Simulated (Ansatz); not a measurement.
Consider Be3N2 (P6_3/mmc).

```xyz
10
Lattice="2.8417 0.0000 0.0000 -1.4208 2.4610 0.0000 0.0000 0.0000 9.7468" Properties=species:S:1:pos:R:3 pbc="T T T"
Be    0.0000    1.6406    0.7650
Be    1.4208    0.8203    5.6384
Be    1.4208    0.8203    8.9819
Be    0.0000    1.6406    4.1084
Be    0.0000    0.0000    2.4367
Be    0.0000    0.0000    7.3101
N     0.0000    0.0000    0.0000
N     0.0000    0.0000    4.8734
N     0.0000    1.6406    2.4367
N     1.4208    0.8203    7.3101
```

The cell and positions are those that the Materials Project relaxed with its own functionals (PBE, PBE+U or r2SCAN), kept fixed.

Gaps computed with Ansatz 0.2.0 without a self-energy: LDA 3.26 eV and HSE06 4.63 eV.

Question: Estimate the G0W0@LDA gap with 6×6×2 mesh, 373 empty bands, screening to 180 eV, PAW set soft_1 files.

About 4.88 eV: on its mesh the run moves the gap from 3.26 eV by +1.62 eV. Among the scalar-relativistic levels given, HSE06 is nearest (−0.25 eV). Bands and cutoff are finite, so the gap stands short of the basis limit, usually by up to a few tenths of an eV; the mesh is an error of its own.

[Long decimals in the printed logs are rounded to 6 places.]

[Logs are printed without paths, hosts, clocks, repeated set-up lines and the standing remarks that a program may print on its own settings, such as how far it seeks lower states.]

[Paths, hosts, dates, memory and timing lines, banners, echoed tables and standing remarks are left out of the program output; an Ansatz launch command may be rebuilt from the run's recorded settings. Measured values are a selection of at most five: reports struck by readers or far from the other reports are left out. None is set beside runs whose start may be inverted or whose files or cutoffs have a known fault.]

[Runs of the session that timed out or met a known fault of the program may be left out.]

[Cells called generated may have been cut or substituted from an entry of the Crystallography Open Database or the Materials Project.]

[Hosts, paths, dates, database ids (printed as entryN), source tags and the programs' standing remarks are cut or masked in the printed files.]

[Where the starting crystal was built by hand or by swapping elements, it need not be the compound's stable phase.]
